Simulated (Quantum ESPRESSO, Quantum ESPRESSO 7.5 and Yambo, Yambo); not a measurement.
# TePb (Fm-3m): G0W0 with Yambo, start to end

How does a plane-wave GW calculation on TePb (Fm-3m) run from the first input to the gap?

Program: Quantum ESPRESSO 7.5 and Yambo 5.3.0. Level of theory: PBE and many-body steps on it, plane waves. Results are calculated unless marked as measured.

**Experimental background.**

- Gap 0.19 eV: electronic band gap at 4 K; 4 K; bulk crystal (quoted in “Lattice Properties of PbX (X = S, Se, Te): Experimental Studies and ab initio Calculations Including Spin-Orbit Effects”, 2008, arxiv:0808.3152).

- Gap 0.37 eV: thermally activated gap from Seebeck maximum; Seebeck coefficient maximum; bulk crystal (Bridgman-grown p-type crystal, maximum near 450-500 K) (“Site-Specific Contributions to the Band Inversion in a Topological Crystalline Insulator”, 2015, arxiv:1506.06328).

- Gap 0.32 eV: direct gap at L; earlier experiment (Expt. column of Table 1); 300 K; bulk crystal (literature value) (quoted in “Electronic band structure of epitaxial PbTe (111) thin films observed by angle-resolved photoemission spectroscopy”, 2017, arxiv:1704.07516).

Most raw output is cut from this account.

## (1) The structure

The structure is cubic, space group Fm-3m (No. 225). The conventional cell has a = 6.462 Å, b = 6.462 Å, c = 6.462 Å, α = 90.00°, β = 90.00°, γ = 90.00°. Te has 6 Pb at 3.23 Å nearest. Nearest to Pb lie 6 Te at 3.23 Å. Farther neighbours and most contacts between anions are not listed.

As a file:

```cif
data_structure
_symmetry_space_group_name_H-M 'P 1'
_symmetry_Int_Tables_number 1
_cell_length_a 4.5693
_cell_length_b 4.5693
_cell_length_c 4.5693
_cell_angle_alpha 60.000
_cell_angle_beta 60.000
_cell_angle_gamma 60.000
_cell_volume 67.46
loop_
_atom_site_label
_atom_site_type_symbol
_atom_site_fract_x
_atom_site_fract_y
_atom_site_fract_z
_atom_site_occupancy
Te1 Te 0.50000 0.50000 0.50000 1
Pb2 Pb 0.00000 0.00000 0.00000 1
```

The cell and positions come from the Crystallography Open Database and are kept as given unless a step says otherwise. Spin-orbit coupling is left out unless a step names it.

## (2) Ground state

This step: Quantum ESPRESSO 7.5; DFT, PBE, plane waves, norm-conserving pseudopotentials.

The ground-state density comes first.

pw.in

```
&control
  calculation = 'scf'
  prefix = 'x'
  outdir = 'o'
  pseudo_dir = 'pseudo'
/
&system
  ibrav = 0
  nat = 2
  ntyp = 2
  ecutwfc = 88.0
  nbnd = 28
  force_symmorphic = .true.
/
&electrons
  conv_thr = 1e-10
  electron_maxstep = 80
  mixing_beta = 0.5
/
ATOMIC_SPECIES
  Te 127.6 Te.upf
  Pb 207.2 Pb.upf
CELL_PARAMETERS angstrom
  -0.0000000000 3.2310000000 3.2310000000
  3.2310000000 0.0000000000 3.2310000000
  3.2310000000 3.2310000000 0.0000000000
ATOMIC_POSITIONS crystal
  Te 0.5000000000 0.5000000000 0.5000000000
  Pb 0.0000000000 0.0000000000 0.0000000000
K_POINTS automatic
  6 6 6 0 0 0
```

On the command line:

```
> OMP_NUM_THREADS=1 mpirun -n 4 pw.x -nk 4 -in pw.in > pw.out
```

The job ended after 8.1 s (4 MPI ranks of Intel Xeon 6975P-C (Granite Rapids), shared host; peak memory 0.44 GiB).

Numbers from this step:

```
total energy               : -13342.1043 eV
gap                        : 0.7378 eV
k of the valence top       : 0, 0, -0.5
k of the conduction bottom : 0, 0, -0.5
least direct gap           : 0.7378 eV
```

The gap is direct, at (0.000, 0.000, -0.500).

## (3) Bands along the symmetry lines

Levels along a band path, at the cheap level, show where the edges lie and whether the meshes to come will hold them.

pw.in

```
&control
  calculation = 'bands'
  prefix = 'x'
  outdir = 'o'
  pseudo_dir = 'pseudo'
/
&system
  ibrav = 0
  nat = 2
  ntyp = 2
  ecutwfc = 88.0
  nbnd = 29
  force_symmorphic = .true.
/
&electrons
  conv_thr = 1e-9
  electron_maxstep = 80
  diago_full_acc = .true.
  diago_thr_init = 5e-6
/
ATOMIC_SPECIES
  Te 127.6 Te.upf
  Pb 207.2 Pb.upf
CELL_PARAMETERS angstrom
  -0.0000000000 3.2310000000 3.2310000000
  3.2310000000 0.0000000000 3.2310000000
  3.2310000000 3.2310000000 0.0000000000
ATOMIC_POSITIONS crystal
  Te 0.5000000000 0.5000000000 0.5000000000
  Pb 0.0000000000 0.0000000000 0.0000000000
K_POINTS crystal
  50
  0.00000000 0.00000000 0.00000000 1
  0.06250000 0.00000000 0.06250000 1
  0.12500000 0.00000000 0.12500000 1
  0.18750000 0.00000000 0.18750000 1
  0.25000000 0.00000000 0.25000000 1
  0.31250000 0.00000000 0.31250000 1
  0.37500000 0.00000000 0.37500000 1
  0.43750000 0.00000000 0.43750000 1
  0.50000000 0.00000000 0.50000000 1
  0.51562500 0.03125000 0.51562500 1
  0.53125000 0.06250000 0.53125000 1
  0.54687500 0.09375000 0.54687500 1
  0.56250000 0.12500000 0.56250000 1
  0.57812500 0.15625000 0.57812500 1
  0.59375000 0.18750000 0.59375000 1
  0.60937500 0.21875000 0.60937500 1
  0.62500000 0.25000000 0.62500000 1
  0.37500000 0.37500000 0.75000000 1
  0.32812500 0.32812500 0.65625000 1
  0.28125000 0.28125000 0.56250000 1
  0.23437500 0.23437500 0.46875000 1
  0.18750000 0.18750000 0.37500000 1
  0.14062500 0.14062500 0.28125000 1
  0.09375000 0.09375000 0.18750000 1
  0.04687500 0.04687500 0.09375000 1
  0.00000000 0.00000000 0.00000000 1
  0.06250000 0.06250000 0.06250000 1
  0.12500000 0.12500000 0.12500000 1
  0.18750000 0.18750000 0.18750000 1
  0.25000000 0.25000000 0.25000000 1
  0.31250000 0.31250000 0.31250000 1
  0.37500000 0.37500000 0.37500000 1
  0.43750000 0.43750000 0.43750000 1
  0.50000000 0.50000000 0.50000000 1
  0.50000000 0.46875000 0.53125000 1
  0.50000000 0.43750000 0.56250000 1
  0.50000000 0.40625000 0.59375000 1
  0.50000000 0.37500000 0.62500000 1
  0.50000000 0.34375000 0.65625000 1
  0.50000000 0.31250000 0.68750000 1
  0.50000000 0.28125000 0.71875000 1
  0.50000000 0.25000000 0.75000000 1
  0.50000000 0.21875000 0.71875000 1
  0.50000000 0.18750000 0.68750000 1
  0.50000000 0.15625000 0.65625000 1
  0.50000000 0.12500000 0.62500000 1
  0.50000000 0.09375000 0.59375000 1
  0.50000000 0.06250000 0.56250000 1
  0.50000000 0.03125000 0.53125000 1
  0.50000000 0.00000000 0.50000000 1
```

The job ended after 5.4 s (4 MPI ranks; peak memory 0.35 GiB; 21 s of CPU time).

Numbers from this step:

| Property | Result |
| --- | --- |
| gap | 0.7378 eV |
| k of the valence top | 0.5, 0.5, 0.5 |
| k of the conduction bottom | 0.5, 0.5, 0.5 |
| least direct gap | 0.7378 eV |

The gap is 0.738 eV, as in the run before at this level.

Electronic bands along the path, in eV, zero at the top of the highest filled band:

| point | band 20 | band 21 | band 22 | band 23 | band 24 | band 25 | band 26 | band 27 |
| --- | --- | --- | --- | --- | --- | --- | --- | --- |
| Γ | -5.60 | -1.35 | -1.35 | -1.35 | 4.08 | 4.08 | 4.08 | 5.83 |
| halfway | -6.85 | -2.15 | -2.15 | -1.40 | 2.60 | 4.07 | 4.50 | 4.50 |
| X | -7.29 | -4.49 | -2.80 | -2.80 | 3.30 | 5.47 | 5.47 | 6.70 |
| halfway | -7.52 | -4.40 | -2.67 | -2.59 | 3.61 | 4.91 | 5.05 | 6.49 |
| U | -7.96 | -4.11 | -2.30 | -2.08 | 3.58 | 3.79 | 5.14 | 5.95 |
| jump to K | -7.96 | -4.11 | -2.30 | -2.08 | 3.58 | 3.79 | 5.14 | 5.95 |
| halfway | -7.31 | -2.46 | -0.76 | -0.14 | 1.34 | 1.64 | 4.24 | 6.13 |
| Γ | -5.60 | -1.35 | -1.35 | -1.35 | 4.08 | 4.08 | 4.08 | 5.83 |
| halfway | -7.02 | -1.18 | -1.18 | -0.65 | 2.13 | 2.46 | 2.46 | 5.97 |
| L | -8.59 | -0.89 | -0.89 | 0.00 | 0.74 | 1.28 | 1.28 | 8.39 |
| halfway | -8.32 | -2.77 | -2.56 | -0.46 | 1.34 | 3.57 | 4.03 | 6.85 |
| W | -7.98 | -3.78 | -3.78 | -0.36 | 1.68 | 5.23 | 5.23 | 6.85 |
| halfway | -7.66 | -4.30 | -3.13 | -1.85 | 3.67 | 3.92 | 5.79 | 6.29 |
| X | -7.29 | -4.49 | -2.80 | -2.80 | 3.30 | 5.47 | 5.47 | 6.70 |

## (4) Empty states on the mesh, 4×4×4 mesh, 176 bands

The sums over transitions need many empty states on a uniform mesh; this step solves for them.

pw.in

```
&control
  calculation = 'nscf'
  prefix = 'x'
  outdir = 'o'
  pseudo_dir = 'pseudo'
/
&system
  ibrav = 0
  nat = 2
  ntyp = 2
  ecutwfc = 88.0
  nbnd = 176
  force_symmorphic = .true.
/
&electrons
  conv_thr = 1e-9
  electron_maxstep = 80
  diago_full_acc = .true.
  diago_thr_init = 5e-6
/
ATOMIC_SPECIES
  Te 127.6 Te.upf
  Pb 207.2 Pb.upf
CELL_PARAMETERS angstrom
  -0.0000000000 3.2310000000 3.2310000000
  3.2310000000 0.0000000000 3.2310000000
  3.2310000000 3.2310000000 0.0000000000
ATOMIC_POSITIONS crystal
  Te 0.5000000000 0.5000000000 0.5000000000
  Pb 0.0000000000 0.0000000000 0.0000000000
K_POINTS automatic
  4 4 4 0 0 0
```

Elapsed: 12 s, on 4 MPI ranks; peak memory 0.66 GiB.

This step gave:

- gap: 0.7378 eV
- k of the valence top: 0, 0, -0.5
- k of the conduction bottom: 0, 0, -0.5
- least direct gap: 0.7378 eV
- k points computed: 8
- lowest point of the top converged band, above the valence top: 86.9015 eV

On this mesh the gap is 0.738 eV.

## (5) Conversion and set-up

This step: Yambo 5.3.0; conversion and set-up on PBE, plane waves, norm-conserving pseudopotentials.

The states are converted to the many-body program's format and the q mesh is built.

On the command line:

```
> (cd o/x.save; p2y > p2y.log; mv SAVE ../..); yambo > setup.log
```

The job ended after 2.9 s (1 MPI rank; peak memory 0.26 GiB).

## (6) Screening and self-energy, 4×4×4 mesh, 176 bands, screening to 197.3 eV

G0W0 replaces the xc potential by the self-energy, built once from these orbitals. Only a window of levels is corrected, while the sums run over the empty bands that the input names.

This step: G0W0 on PBE, plane waves, norm-conserving pseudopotentials.

gw1.in

```
HF_and_locXC
gw0
dyson
ppa
em1d
rim_cut
RandQpts= 1000000
RandGvec= 1 RL
EXXRLvcs= 88 Ry
VXCRLvcs= 352 Ry
Chimod= "HARTREE"
% BndsRnXp
 1 | 176 |
%
NGsBlkXp= 14.5 Ry
% LongDrXp
 1 | 1 | 1 |
%
% GbndRnge
 1 | 176 |
%
DysSolver= "n"
ExtendOut
PPAPntXp= 27.21138 eV
% QPkrange
 1 | 8 | 21 | 29 |
%
```

On the command line:

```
> OMP_NUM_THREADS=1 mpirun -n 4 yambo -F gw1.in -J gw1 -C gw1 > gw1.log
```

Wall time 22 min (4 MPI ranks); peak memory 2.6 GiB.

Numbers from this step:

```yaml
g0w0_gap_on_the_mesh: 0.9031 eV
starting_gap_on_the_mesh: 0.7378 eV
k_of_the_valence_top: 0, 0, -0.5
k_of_the_conduction_bottom: 0, 0, -0.5
least_direct_g0w0_gap_on_the_computed_points: 0.9031 eV
z_at_the_valence_top: 0.7973
z_at_the_conduction_bottom: 0.8064
```

The gap on the mesh goes from 0.74 eV to 0.90 eV, a correction of +0.17 eV.

Limits: finite bands, cutoff and mesh; model gap, bands may invert with spin-orbit coupling; no spin-orbit coupling; coarse k mesh. v1 is the top filled band, c1 the lowest empty one. Levels before and after the correction, in eV, zero at the valence-band top of each column:

```csv
,conduction bottom,valence top
Kohn-Sham,0.74,0.00
G0W0,0.90,0.00
```

```
                      level  energy (eV)
Kohn-Sham  (0 0 -0.5) v3-v2       -0.888
Kohn-Sham     (0 0 -0.5) v1        0.000
Kohn-Sham     (0 0 -0.5) c1        0.738
Kohn-Sham  (0 0 -0.5) c2-c3        1.276
Kohn-Sham     (0 0 -0.5) c4        8.390
     G0W0  (0 0 -0.5) v3-v2       -1.056
     G0W0     (0 0 -0.5) v1        0.000
     G0W0     (0 0 -0.5) c1        0.903
     G0W0  (0 0 -0.5) c2-c3        1.446
     G0W0     (0 0 -0.5) c4        8.545
```

## (7) Where the time went

Times are wall times on the hardware named with each run, good to a factor of about two.

```
                          step    time  share  memory (GiB)
                  ground state   8.1 s    1 %          0.44
bands along the symmetry lines   5.4 s    0 %          0.35
      empty states on the mesh    12 s    1 %          0.66
         conversion and set-up   2.9 s    0 %          0.26
     screening and self-energy  22 min   98 %           2.6
```

## (8) What came out

```yaml
pbe_gap: 0.74 eV, direct
g0w0_gap_on_the_mesh: 0.90 eV
gw_settings: 4×4×4 mesh, 176 bands, screening to 197.3 eV, Godby-Needs plasmon pole
known_limits: not at the basis limit; model gap, bands may invert with spin-orbit coupling; no spin-orbit coupling; coarse k mesh
```

G0W0 moves the gap on the mesh from 0.74 eV to 0.90 eV (+0.17 eV), with Z of 0.80 and 0.81 at the edges. The dearest step here is «screening and self-energy». Against experiment, by G0W0@PBE: the gap of 0.90 eV lies +0.71 eV from the measured 0.19 eV (electronic, 4 K, quoted 2008); the gap of 0.90 eV lies +0.53 eV from the measured 0.37 eV (transport, 2015); the direct gap of 0.90 eV lies +0.58 eV from the measured 0.32 eV (direct, 300 K, quoted 2017). An exciton line or allowed optical edge lies below the quasiparticle gap by the binding energy; a forbidden edge can push the onset above it. The calculation has static nuclei and no excitons; a measured gap holds zero-point and thermal motion, which in such lone-pair compounds can raise it as well as lower it. With atoms this heavy the missing spin-orbit coupling can matter too. Bands and cutoff are finite, so the gap is not at the basis limit. The miss can reach some tenths of an eV and take either sign; the mesh is an error of its own. The 4×4×4 mesh is coarse for this cell, which bears on the long-range parts of exchange and screening. Where an edge is built on 6p states of lead, bismuth or thallium, scalar-relativistic gaps usually stand too wide, by a few tenths to over one eV. With atoms this heavy and so narrow a gap, spin-orbit coupling can invert the bands. These scalar-relativistic gaps are then model values, not to be set against experiment, and a spin-orbit change taken from DFT can't simply be added.

[Paths, hosts, dates, memory and timing lines, banners, echoed tables and standing remarks are left out of the program output.]

[Logs are printed without paths, hosts, clocks, repeated set-up lines and the standing remarks that a program may print on its own settings, such as how far it seeks lower states.]

[Runs of the session that timed out or met a known fault of the program may be left out.]

[Hosts, paths, dates, database ids (printed as entryN), source tags and the programs' standing remarks are cut or masked in the printed files.]
